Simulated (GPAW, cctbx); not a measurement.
## Reading charge transfer from structure factors

CsCu3, I4/mmm (no. 139), a = 4.3032 Å, b = 4.3032 Å, c = 9.4692 Å, α = 90.00°, β = 90.00°, γ = 90.00°.

| atom | mult. | x | y | z |
| --- | --- | --- | --- | --- |
| Cs1 | 2 | 0 | 0 | 0 |
| Cu1 | 2 | 1/2 | 1/2 | 0 |
| Cu2 | 4 | 1/2 | 0 | 1/4 |

The start was made by putting kin elements into a known structure type; the compound need not exist, or be stable, in this form.

Absolute values of the static structure factors of the conventional cell from DFT (PBE, GPAW) against free spherical atoms, in electrons:

| hkl | d (Å) | free atoms | crystal |
| --- | --- | --- | --- |
| 002 | 4.735 | 46.84 | 46.79 |
| 101 | 3.918 | 45.48 | 45.41 |
| 110 | 3.043 | 43.19 | 43.42 |
| 112 | 2.560 | 229.85 | 229.08 |
| 103 | 2.545 | 41.25 | 41.50 |
| 004 | 2.367 | 224.17 | 223.30 |
| 200 | 2.152 | 216.73 | 215.93 |
| 202 | 1.959 | 38.17 | 38.30 |
| 211 | 1.886 | 37.74 | 37.98 |
| 114 | 1.868 | 37.63 | 37.88 |

**Question.** Which way does charge move, and which reflections show it best?

Project each element's phase sum on the total phase. At low angle |F| should rise if density moves to atoms that scatter in phase and fall if it moves to atoms that scatter against it.

| hkl | Cs in phase | Cu in phase | change (e) | (%) |
| --- | --- | --- | --- | --- |
| 002 | +2.0 | -2.0 | -0.05 | -0.1 |
| 101 | +2.0 | -2.0 | -0.06 | -0.1 |
| 110 | +2.0 | -2.0 | +0.23 | +0.5 |
| 112 | +2.0 | +6.0 | -0.77 | -0.3 |
| 103 | +2.0 | -2.0 | +0.25 | +0.6 |
| 004 | +2.0 | +6.0 | -0.87 | -0.4 |
| 200 | +2.0 | +6.0 | -0.80 | -0.4 |
| 202 | +2.0 | -2.0 | +0.12 | +0.3 |

Low-angle reflections that set elements apart and change by more than 0.05 e: 101, 110, 103 and 202. The real-space density gives Voronoi charges Cs +0.09, Cu -0.03 e. The signs that these charges predict hold for 101 and fail for 110, 103 and 202, so the simple rule can't give the direction here. The reflections see the density near the nuclei and the atoms' change of size and shape; Voronoi cells count what crosses the midplanes.
